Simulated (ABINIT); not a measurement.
# CsH (Fm-3m): G0W0 in ABINIT against the screening cutoff in the self-energy, part 2 of 2

Wanted: the cheapest screening cutoff in the self-energy that holds the gap of CsH (Fm-3m).

ABINIT 10.8.3; LDA and many-body steps on it, plane waves. Known limits of the many-body steps: not at the basis limit; no spin-orbit coupling.

So far. Step 2 (Screening, 4×4×4 mesh, 110 bands, screening to 176.9 eV): Local fields lower ε∞ by 14 %. Step 5 (2.3 Ha): The gap on the mesh goes from 1.96 eV to 4.00 eV, a correction of +2.05 eV.

The database entry behind the starting cell differs from later determinations by our own check (0.1 to 0.3 % short, probably kX units), so it need not match the best structure at ambient conditions.

### 6. 3.2 Ha

Level of this step: G0W0 on LDA, plane waves, norm-conserving pseudopotentials (ABINIT).

Contents of run.abi:

```
acell 3*1.0 Angstrom
rprim 
  -0.000000000000 3.188000000000 3.188000000000
  3.188000000000 -0.000000000000 3.188000000000
  3.188000000000 3.188000000000 -0.000000000000
ntypat 2
znucl 55 1
natom 2
typat 1 2
xred 
  0.000000000000 0.000000000000 0.000000000000
  0.500000000000 0.500000000000 0.500000000000
pp_dirpath "pseudos"
pseudos "Cs.upf, H.upf"
ecut 31
ngkpt 4 4 4
nshiftk 1
shiftk 0 0 0
kptopt 1
chksymbreak 0
istwfk *1
occopt 1
irdwfk 1
optdriver 4
nband 110
gwcalctyp 0
ecutsigx 31
symsigma 1
nkptgw 2
kptgw 
  0.5000000000 0.0000000000 0.0000000000
  0.0000000000 0.0000000000 0.0000000000
bdgw 
  3 8
  2 8
ecuteps 3.2
irdscr 1
ppmodel 1
indata_prefix "in"
outdata_prefix "out"
tmpdata_prefix "tmp"
```

Launch:

```console
$ OMP_NUM_THREADS=1 mpirun -n 4 abinit run.abi > log
```

The program printed:

```text
.Version 10.8.3 of ABINIT. v10.8.2 released Aug 2026.

 Symmetries : space group Fm -3 m (#225); Bravais cF (face-center cubic)
[... echo of the input left out ...]
== DATASET  1 ==================================================================
-   mpi_nproc: 4, omp_nthreads: 1 (-1 if OMP is not activated)

--- !DatasetInfo
iteration_state: {dtset: 1, }
dimensions: {natom: 2, nkpt: 8, mband: 110, nsppol: 1, nspinor: 1, nspden: 1, mpw: 3647, }
cutoff_energies: {ecut:  31.0, pawecutdg:  -1.0, }
[...]
Band     E0 <VxcDFT>   SigX SigC(E0)      Z dSigC/dE  Sig(E)    E-E0       E
[...]
7   6.764  -8.085  -3.323  -3.460   0.816  -0.226  -7.023   1.061   7.826
        8   6.764  -8.085  -3.323  -3.460   0.816  -0.226  -7.023   1.061   7.826

== END DATASET(S) ==============================================================
================================================================================

 -outvars: echo values of variables after computation  --------
           etotal      0.0000000000E+00
            nband         110
             nkpt           8
          spgroup         225
 [... the other variables as echoed above ...]

 Calculation completed.
```

Wall time 5 s (4 MPI ranks of Arm Neoverse V2, shared host); peak memory 0.58 GiB; 20 s of CPU time.

Numbers from this step:

```
G0W0 gap on the points computed              : 4.075 eV
starting gap on the mesh                     : 1.956 eV
k of the valence top                         : 0.5, 0, 0
k of the conduction bottom                   : 0.5, 0, 0
least direct G0W0 gap on the computed points : 4.075 eV
```

Against the run before, the gap moves by +0.072 eV.

### 7. 4.9 Ha

Changes to run.abi since step 6:

```diff
@@ -35,3 +35,3 @@
   2 8
-ecuteps 3.2
+ecuteps 4.9
 irdscr 1
```

The program printed:

```text
.Version 10.8.3 of ABINIT. v10.8.2 released Aug 2026.

 Symmetries : space group Fm -3 m (#225); Bravais cF (face-center cubic)
[... echo of the input left out ...]
== DATASET  1 ==================================================================
-   mpi_nproc: 4, omp_nthreads: 1 (-1 if OMP is not activated)

--- !DatasetInfo
iteration_state: {dtset: 1, }
dimensions: {natom: 2, nkpt: 8, mband: 110, nsppol: 1, nspinor: 1, nspden: 1, mpw: 3647, }
cutoff_energies: {ecut:  31.0, pawecutdg:  -1.0, }
[...]
Band     E0 <VxcDFT>   SigX SigC(E0)      Z dSigC/dE  Sig(E)    E-E0       E
[...]
7   6.764  -8.085  -3.323  -3.470   0.815  -0.227  -7.033   1.052   7.817
        8   6.764  -8.085  -3.323  -3.470   0.815  -0.227  -7.033   1.052   7.817

== END DATASET(S) ==============================================================
================================================================================

 -outvars: echo values of variables after computation  --------
           etotal      0.0000000000E+00
            nband         110
             nkpt           8
          spgroup         225
 [... the other variables as echoed above ...]

 Calculation completed.
```

It took 13 s on 4 MPI ranks; peak memory 0.94 GiB.

Numbers from this step:

| Quantity | Value |
| --- | --- |
| G0W0 gap on the points computed | 4.131 eV |
| starting gap on the mesh | 1.956 eV |
| k of the valence top | 0.5, 0, 0 |
| k of the conduction bottom | 0.5, 0, 0 |
| least direct G0W0 gap on the computed points | 4.131 eV |

Against the run before, the gap moves by +0.056 eV.

### 8. 6.5 Ha

Changes to run.abi since step 7:

```diff
@@ -35,3 +35,3 @@
   2 8
-ecuteps 4.9
+ecuteps 6.5
 irdscr 1
```

The program printed:

```text
.Version 10.8.3 of ABINIT. v10.8.2 released Aug 2026.

 Symmetries : space group Fm -3 m (#225); Bravais cF (face-center cubic)
[... echo of the input left out ...]
== DATASET  1 ==================================================================
-   mpi_nproc: 4, omp_nthreads: 1 (-1 if OMP is not activated)

--- !DatasetInfo
iteration_state: {dtset: 1, }
dimensions: {natom: 2, nkpt: 8, mband: 110, nsppol: 1, nspinor: 1, nspden: 1, mpw: 3647, }
cutoff_energies: {ecut:  31.0, pawecutdg:  -1.0, }
[...]
Band     E0 <VxcDFT>   SigX SigC(E0)      Z dSigC/dE  Sig(E)    E-E0       E
[...]
7   6.764  -8.085  -3.323  -3.473   0.815  -0.227  -7.035   1.050   7.814
        8   6.764  -8.085  -3.323  -3.473   0.815  -0.227  -7.035   1.050   7.814

== END DATASET(S) ==============================================================
================================================================================

 -outvars: echo values of variables after computation  --------
           etotal      0.0000000000E+00
            nband         110
             nkpt           8
          spgroup         225
 [... the other variables as echoed above ...]

 Calculation completed.
```

Wall time 18 s (4 MPI ranks); peak memory 1.1 GiB.

Numbers from this step:

```yaml
g0w0_gap_on_the_points_computed: 4.137 eV
starting_gap_on_the_mesh: 1.956 eV
k_of_the_valence_top: 0.5, 0, 0
k_of_the_conduction_bottom: 0.5, 0, 0
least_direct_g0w0_gap_on_the_computed_points: 4.137 eV
```

Against the run before, the gap moves by +0.006 eV.

### 9. Side by side

Times are wall times on 4 MPI ranks of Arm Neoverse V2, shared host, good to a factor of about two. A run's time includes the screening step that it read.

```tsv
run	mesh	bands	screening cutoff (eV)	DFT gap (eV)	gap on the mesh (eV)	direct (eV)	ε∞ used	time
0.7 Ha	4×4×4	110	19	1.956	3.913	3.913	3.25	20 s
1.3 Ha	4×4×4	110	35.4	1.956	3.923	3.923	3.25	20 s
2.3 Ha	4×4×4	110	62.6	1.956	4.003	4.003	3.25	21 s
3.2 Ha	4×4×4	110	87.1	1.956	4.075	4.075	3.25	22 s
4.9 Ha	4×4×4	110	133.3	1.956	4.131	4.131	3.25	29 s
6.5 Ha	4×4×4	110	176.9	1.956	4.137	4.137	3.25	35 s
```

### 10. Results

```yaml
0p7_ha: 3.913 eV
1p3_ha: 3.923 eV
2p3_ha: 4.003 eV
3p2_ha: 4.075 eV
4p9_ha: 4.131 eV
6p5_ha: 4.137 eV
known_limits: not at the basis limit; no spin-orbit coupling
```

What this shows: The setting moved: screening cutoff in the self-energy. From 0.7 Ha to 6.5 Ha the gap moves by +0.22 eV. It holds to 0.03 eV from 4.9 Ha on. Bands and screening cutoff are coupled, so a series along one setting does not show full convergence. Bands and cutoff are finite, so the gap is not at the basis limit. The miss can reach some tenths of an eV and take either sign; the mesh is an error of its own. In the first G0W0 run levels were corrected at 2 k points alone, so a gap called «on the mesh» is the least over those, and an edge elsewhere would be missed. The many-body steps are scalar-relativistic: spin-orbit coupling is not in them.

[Paths, hosts, dates, memory and timing lines, banners, echoed tables and standing remarks are left out of the program output.]

[Logs are printed without paths, hosts, clocks, repeated set-up lines and the standing remarks that a program may print on its own settings, such as how far it seeks lower states.]

[Runs of the session that timed out or met a known fault of the program may be left out.]

[No measured gap is set beside runs whose start may be inverted or whose files or cutoffs have a known fault.]

[Hosts, paths, dates, database ids (printed as entryN), source tags and the programs' standing remarks are cut or masked in the printed files.]

[G0W0 gaps are taken among the corrected bands and points alone; a level outside them can change the order at an edge.]

[Where Ansatz stands beside ABINIT at settings called matched, ABINIT's density can come from a denser mesh and the files from another edition; pairs whose starting gaps differed by over 0.03 eV were left out, so agreement reads better than it is.]
